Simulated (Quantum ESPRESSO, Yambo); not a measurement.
## BaTiO3 (P4mm): G0W0 in Yambo against the screening cutoff

Wanted: the cheapest screening cutoff that holds the gap of BaTiO3 (P4mm).

Program: Yambo 5.3.0. Level of theory: PBE and many-body steps on it, plane waves. Results are calculated unless marked as measured.

### 1. The structure

It takes space group P4mm (No. 99, tetragonal). The conventional cell has a = 3.990 Å, b = 3.990 Å, c = 4.023 Å, α = 90.00°, β = 90.00°, γ = 90.00°. Ba has 12 O at 2.80 to 2.87 Å nearest. Nearest to Ti lie 6 O at 1.84 to 2.18 Å. Nearest to O lie 2 Ti at 1.84 to 2.18 Å and 4 Ba at 2.82 Å. Nearest to O lie 2 Ti at 2.00 Å and 4 Ba at 2.80 to 2.87 Å. Farther neighbours and most contacts between anions are not listed.

As a file:

```xyz
5
Lattice="3.9905 0.0000 0.0000 0.0000 3.9905 0.0000 0.0000 0.0000 4.0230" Properties=species:S:1:pos:R:3 pbc="T T T"
Ba    0.0000    0.0000    0.0000
Ti    1.9952    1.9952    2.1000
O     1.9952    1.9952    3.9385
O     1.9952    0.0000    1.9632
O     0.0000    1.9952    1.9632
```

The cell and positions come from the Crystallography Open Database and are kept as given unless a step says otherwise. Spin-orbit coupling is left out unless a step names it.

### 2. 2 Ha

This step: Yambo 5.3.0; G0W0 on PBE, plane waves, norm-conserving pseudopotentials.

G0W0 replaces the xc potential by the self-energy, built once from these orbitals. Only a window of levels is corrected, while the sums run over the empty bands that the input names.

Input file gw7.in:

```
HF_and_locXC
gw0
dyson
ppa
em1d
rim_cut
RandQpts= 1000000
RandGvec= 1 RL
EXXRLvcs= 76 Ry
VXCRLvcs= 304 Ry
Chimod= "HARTREE"
% BndsRnXp
 1 | 87 |
%
NGsBlkXp= 4 Ry
% LongDrXp
 1 | 1 | 1 |
%
% GbndRnge
 1 | 87 |
%
DysSolver= "n"
ExtendOut
PPAPntXp= 27.21138 eV
% QPkrange
 18 | 18 | 19 | 22 |
 1 | 1 | 19 | 22 |
%
```

Run with:

```console
> OMP_NUM_THREADS=1 mpirun -n 4 yambo -F gw7.in -J gw7 -C gw7 > gw7.log
```

Log:

```text
 Yambo, version 5.3.0

 [02] CORE Variables Setup
 =========================

  [... cell, symmetries and grids as in the set-up ...]

  [02.05] Energies & Occupations
  ==============================

  [X] === General ===
  [X] Electronic Temperature                        :  0.000000  0.000000 [eV K]
  [X] Bosonic    Temperature                        :  0.000000  0.000000 [eV K]
  [X] Finite Temperature mode                       : no
  [X] El. density                                   :  0.62439E+24 [cm-3]
  [X] Fermi Level                                   :  10.49564 [eV]

  [X] === Gaps and Widths ===
  [X] Conduction Band Min                           :  1.851171 [eV]
  [X] Valence Band Max                              :  0.000000 [eV]
  [X] Filled Bands                                  :  20
  [X] Empty Bands                                   :   21  287
  [X] Direct Gap                                    :  2.221732 [eV]
  [X] Direct Gap localized at k                     :  1
  [X] Indirect Gap                                  :  1.851171 [eV]
  [X] Indirect Gap between kpts                     :  18   1
  [X] Last valence band width                       :  0.967689 [eV]
  [X] 1st conduction band width                     :  2.396446 [eV]

 [03] Transferred momenta grid and indexing
 ==========================================

 IBZ Q-points                                      :  18
 BZ  Q-points                                      :   64

 K/Q-points units:
 rlu = crystal or reduced units; cc = cartesian coordinates; iku = interal k-units

 Q [ 1]         [rlu]:  0.000000  0.000000  0.000000
 Q [ 2]         [rlu]:  0.000000  0.000000  0.250000
 Q [ 3]         [rlu]:  0.000000  0.000000 -0.500000
 Q [ 4]         [rlu]:  0.000000  0.250000  0.000000
 Q [ 5]         [rlu]:  0.000000  0.250000  0.250000
 Q [ 6]         [rlu]:  0.000000  0.250000 -0.500000
 Q [ 7]         [rlu]:  0.000000 -0.500000  0.000000
 Q [ 8]         [rlu]:  0.000000 -0.500000  0.250000
 Q [ 9]         [rlu]:  0.000000 -0.500000 -0.500000
 Q [10]         [rlu]:  0.250000  0.250000  0.000000
     [... 6 further rows ...]
 Q [17]         [rlu]: -0.500000 -0.500000  0.250000
 Q [18]         [rlu]: -0.500000 -0.500000 -0.500000

 [04] Coloumb potential Random Integration (RIM)
 ===============================================

  [04.01] RIM initialization
  ==========================

  * Diagonal components only detected *

  8 x (sBL volume)        :  0.071722 [a.u.]
  sBZ random points       :  1000000
  Points outside the sBZ  :   7992674
  RL volume               :  0.573772 [a.u.]
  Integrated volume       :  0.574298 [a.u.]

  [04.02] RIM integrals
  =====================

  Gamma point sphere radius             :  0.075365 [a.u.]
  Points outside the sphere             :   799811
  [Int_sBZ(q=0) 1/q^2]*(Vol_sBZ)^(-1/3) =:  7.678270
                                 should be <:  7.795600

  Summary of Coulomb integrals for non-metallic bands |Q|[au] RIM/Bare

  Q [1] 0.100000E-4 0.984949 * Q [2] 0.206618 1.046119
  Q [4] 0.208303 1.052505 * Q [5] 0.293396 1.049018
  Q [10] 0.294585 1.050977 * Q [11] 0.359821 1.035731
  Q [3] 0.413236 1.019402 * Q [7] 0.416606 1.019496
  Q [6] 0.462768 1.018035 * Q [8] 0.465029 1.017337
  Q [13] 0.465780 1.017829 * Q [12] 0.507488 1.016008
  Q [14] 0.509551 1.015385 * Q [9] 0.586792 1.011894
  Q [16] 0.589170 1.011790 * Q [15] 0.622667 1.010825
  Q [17] 0.624350 1.010447 * Q [18] 0.719643 1.008389

 [WARNING] [Xp] User bands 1-87 break level degeneracy

 [05] Dipoles
 ============

  [05.01] Setup: observables and procedures
  =========================================

  [WARNING] [x,Vnl] slows the Dipoles computation. To neglect it rename the ns.kb_pp file

 [06] Dynamic Dielectric Matrix (PPA)
 ====================================

 [WR./gw7//ndb.pp]---------------------------------------------------------------
  Brillouin Zone Q/K grids (IBZ/BZ)                :   18   64   18   64
  RL vectors                                       :   5983 [WF]
[...]
X matrix size                                    :   65
  X band range                                     :    1   87
  X e/h energy range                               : -1.000000 -1.000000 [eV]
  X Time ordering                                  : R
  X Hxc Kernel                                     : HARTREE
  X Drude frequency                                :  0.000000  0.000000
  X poles                                          :  100.0000 [o/o]
  RL vectors in the sum                            :   5983
  [r,Vnl] included                                 : yes
  Field direction                                  :  0.577350E-5  0.577350E-5  0.577350E-5
  BZ energy Double Grid                            : no
  BZ energy DbGd points                            : 0
  BZ Q point size factor                           : -1.000000
  X Optical Averaged directions                    : none

 [07] Local Exchange-Correlation + Non-Local Fock
 ================================================

 [VXC] Plane waves :   38715
 [EXS] Plane waves :   4897

 QP @ state[ 1 ] K range:  1  1
 QP @ state[ 1 ] b range:  19  22
 QP @ state[ 2 ] K range:  18  18
 QP @ state[ 2 ] b range:  19  22

 [xc] Functional : Perdew, Burke & Ernzerhof(X)+Perdew, Burke & Ernzerhof(C)
 [xc] LIBXC used to calculate xc functional
  PP Number of Atomic Species                      :  3
  NLCC RL compoments                               :   38715
  PP Number of Atomic Species                      :  3
  NLCC RL compoments                               :   38715

 [xc] E_xc :  -21.67922 [Ha]
      E_xc :  -43.35844 [Ry]

  Local XC kind (lXC) : Perdew, Burke & Ernzerhof(X)+Perdew, Burke & Ernzerhof(C)
  Non-Local XC kind (nlXC) : Hartree-Fock

  Corrections @ K [1] :  [eV]
 <19|nlXC|19> = -24.43206  0.17587E-16 <19|lXC|19> = -20.00498 -0.37763E-15
 <20|nlXC|20> = -24.43191 -0.27935E-17 <20|lXC|20> = -20.00498 -0.18882E-15
 <21|nlXC|21> = -11.39896  0.23850E-17 <21|lXC|21> = -18.77475  0.000000
 <22|nlXC|22> = -12.09061 -0.10896E-17 <22|lXC|22> = -19.06031  0.37763E-15

  Corrections @ K [18] :  [eV]
 <19|nlXC|19> = -24.90329  0.24303E-16 <19|lXC|19> = -19.96286 -0.37763E-15
 <20|nlXC|20> = -24.96123  0.24942E-17 <20|lXC|20> = -20.00654  0.18882E-15
 <21|nlXC|21> = -13.09651 -0.83928E-18 <21|lXC|21> = -21.85264  0.000000
 <22|nlXC|22> = -13.21928  0.47049E-18 <22|lXC|22> = -21.85357 -0.18882E-15

  [07.01] Hartree-Fock occupations report
  =======================================

  [Hartree-Fock] === General ===
  [Hartree-Fock] Electronic Temperature             :  0.000000  0.000000 [eV K]
  [Hartree-Fock] Bosonic    Temperature             :  0.000000  0.000000 [eV K]
  [Hartree-Fock] Finite Temperature mode            : no
  [Hartree-Fock] El. density                        :  0.62439E+24 [cm-3]
  [Hartree-Fock] Fermi Level                        :  10.49564 [eV]

  [Hartree-Fock] === Gaps and Widths ===
  [Hartree-Fock] Conduction Band Min                :  1.925171 [eV]
  [Hartree-Fock] Valence Band Max                   : -0.036277 [eV]
  [Hartree-Fock] Filled Bands                       :  20
  [Hartree-Fock] Empty Bands                        :   21  287
  [Hartree-Fock] Direct Gap                         :  2.473257 [eV]
  [Hartree-Fock] Direct Gap localized at k          :  2
  [Hartree-Fock] Indirect Gap                       :  1.961449 [eV]
  [Hartree-Fock] Indirect Gap between kpts          :  17   2
  [Hartree-Fock] Last valence band width            :  4.918411 [eV]
  [Hartree-Fock] 1st conduction band width          :  11.07858 [eV]

 [08] Dyson equation: Newton solver
 ==================================

  [08.01] G0W0 (W PPA)
  ====================

  [  GW  ] Bands range     :    1   87
  [GW/PPA] G damping       :  0.100000 [eV]

  QP @ state[ 1 ] K range:  1  1
  QP @ state[ 1 ] b range:  19  22
  QP @ state[ 2 ] K range:  18  18
  QP @ state[ 2 ] b range:  19  22

   Sc/G bands                                       :    1   87
   Sc/G damping                                     :  0.100000 ev
   Sc bands terminator                              : no
   Sx RL components                                 :   4897

   QP @ state[ 1 ] K range                          :  1  1
   QP @ state[ 1 ] b range                          :  19  22
   QP @ state[ 2 ] K range                          :  18  18
   QP @ state[ 2 ] b range                          :  19  22
   GF energies kind                                 : Perdew, Burke & Ernzerhof(X)+Perdew, Burke & Ernzerhof(C)
   GF WF`s kind                                     : Perdew, Burke & Ernzerhof(X)+Perdew, Burke & Ernzerhof(C)
   Xs energies kind                                 : Perdew, Burke & Ernzerhof(X)+Perdew, Burke & Ernzerhof(C)
   Xs WF`s kind                                     : Perdew, Burke & Ernzerhof(X)+Perdew, Burke & Ernzerhof(C)

 [11] Game Over & Game summary
```

Run time: 97 s. Hardware: 4 MPI ranks of Arm Neoverse V1, shared host; peak memory 2.1 GiB.

This step gave:

```yaml
g0w0_gap_on_the_points_computed: 3.435 eV
starting_gap_on_the_mesh: 1.851 eV
k_of_the_valence_top: -0.5, -0.5, -0.5
k_of_the_conduction_bottom: 0, 0, 0
least_direct_g0w0_gap_on_the_computed_points: 3.806 eV
z_at_the_valence_top: 0.7753
z_at_the_conduction_bottom: 0.7854
```

The gap on the mesh goes from 1.85 eV to 3.44 eV, a correction of +1.58 eV.

### 3. 3 Ha

gw8.in, as its differences from gw7.in of step 2:

```diff
@@ -14,3 +14,3 @@
 %
-NGsBlkXp= 4 Ry
+NGsBlkXp= 6 Ry
 % LongDrXp
```

Run with:

```console
> OMP_NUM_THREADS=1 mpirun -n 4 yambo -F gw8.in -J gw8 -C gw8 > gw8.log
```

Log:

```text
 Yambo, version 5.3.0

 [02] CORE Variables Setup
 =========================

  [... cell, symmetries and grids as in the set-up ...]

  [02.05] Energies & Occupations
  ==============================

  [X] === General ===
  [X] Electronic Temperature                        :  0.000000  0.000000 [eV K]
  [X] Bosonic    Temperature                        :  0.000000  0.000000 [eV K]
  [X] Finite Temperature mode                       : no
  [X] El. density                                   :  0.62439E+24 [cm-3]
  [X] Fermi Level                                   :  10.49564 [eV]

  [X] === Gaps and Widths ===
  [X] Conduction Band Min                           :  1.851171 [eV]
  [X] Valence Band Max                              :  0.000000 [eV]
  [X] Filled Bands                                  :  20
  [X] Empty Bands                                   :   21  287
  [X] Direct Gap                                    :  2.221732 [eV]
  [X] Direct Gap localized at k                     :  1
  [X] Indirect Gap                                  :  1.851171 [eV]
  [X] Indirect Gap between kpts                     :  18   1
  [X] Last valence band width                       :  0.967689 [eV]
  [X] 1st conduction band width                     :  2.396446 [eV]

 [03] Transferred momenta grid and indexing
 ==========================================

 IBZ Q-points                                      :  18
 BZ  Q-points                                      :   64

 K/Q-points units:
 rlu = crystal or reduced units; cc = cartesian coordinates; iku = interal k-units

 Q [ 1]         [rlu]:  0.000000  0.000000  0.000000
 Q [ 2]         [rlu]:  0.000000  0.000000  0.250000
 Q [ 3]         [rlu]:  0.000000  0.000000 -0.500000
[...]
[Hartree-Fock] El. density                        :  0.62439E+24 [cm-3]
  [Hartree-Fock] Fermi Level                        :  10.49564 [eV]

  [Hartree-Fock] === Gaps and Widths ===
  [Hartree-Fock] Conduction Band Min                :  1.925171 [eV]
  [Hartree-Fock] Valence Band Max                   : -0.036277 [eV]
  [Hartree-Fock] Filled Bands                       :  20
  [Hartree-Fock] Empty Bands                        :   21  287
  [Hartree-Fock] Direct Gap                         :  2.473257 [eV]
  [Hartree-Fock] Direct Gap localized at k          :  2
  [Hartree-Fock] Indirect Gap                       :  1.961449 [eV]
  [Hartree-Fock] Indirect Gap between kpts          :  17   2
  [Hartree-Fock] Last valence band width            :  4.918411 [eV]
  [Hartree-Fock] 1st conduction band width          :  11.07858 [eV]

 [08] Dyson equation: Newton solver
 ==================================

  [08.01] G0W0 (W PPA)
  ====================

  [  GW  ] Bands range     :    1   87
  [GW/PPA] G damping       :  0.100000 [eV]

  QP @ state[ 1 ] K range:  1  1
  QP @ state[ 1 ] b range:  19  22
  QP @ state[ 2 ] K range:  18  18
  QP @ state[ 2 ] b range:  19  22

   Sc/G bands                                       :    1   87
   Sc/G damping                                     :  0.100000 ev
   Sc bands terminator                              : no
   Sx RL components                                 :   4897

   QP @ state[ 1 ] K range                          :  1  1
   QP @ state[ 1 ] b range                          :  19  22
   QP @ state[ 2 ] K range                          :  18  18
   QP @ state[ 2 ] b range                          :  19  22
   GF energies kind                                 : Perdew, Burke & Ernzerhof(X)+Perdew, Burke & Ernzerhof(C)
   GF WF`s kind                                     : Perdew, Burke & Ernzerhof(X)+Perdew, Burke & Ernzerhof(C)
   Xs energies kind                                 : Perdew, Burke & Ernzerhof(X)+Perdew, Burke & Ernzerhof(C)
   Xs WF`s kind                                     : Perdew, Burke & Ernzerhof(X)+Perdew, Burke & Ernzerhof(C)

 [11] Game Over & Game summary
```

Elapsed: 1.7 min, on 4 MPI ranks; peak memory 2.1 GiB.

This step gave:

* G0W0 gap on the points computed: 3.370 eV
* starting gap on the mesh: 1.851 eV
* k of the valence top: -0.5, -0.5, -0.5
* k of the conduction bottom: 0, 0, 0
* least direct G0W0 gap on the computed points: 3.741 eV
* Z at the valence top: 0.7710
* Z at the conduction bottom: 0.7826

Against the run before, the gap moves by −0.066 eV.

(Part 1 of 2 ends here.)

[Paths, hosts, dates, memory and timing lines, banners, echoed tables and standing remarks are left out of the program output.]

[Logs are printed without paths, hosts, clocks, repeated set-up lines and the standing remarks that a program may print on its own settings, such as how far it seeks lower states.]

[Runs of the session that timed out or met a known fault of the program may be left out.]

[Hosts, paths, dates, database ids (printed as entryN), source tags and the programs' standing remarks are cut or masked in the printed files.]
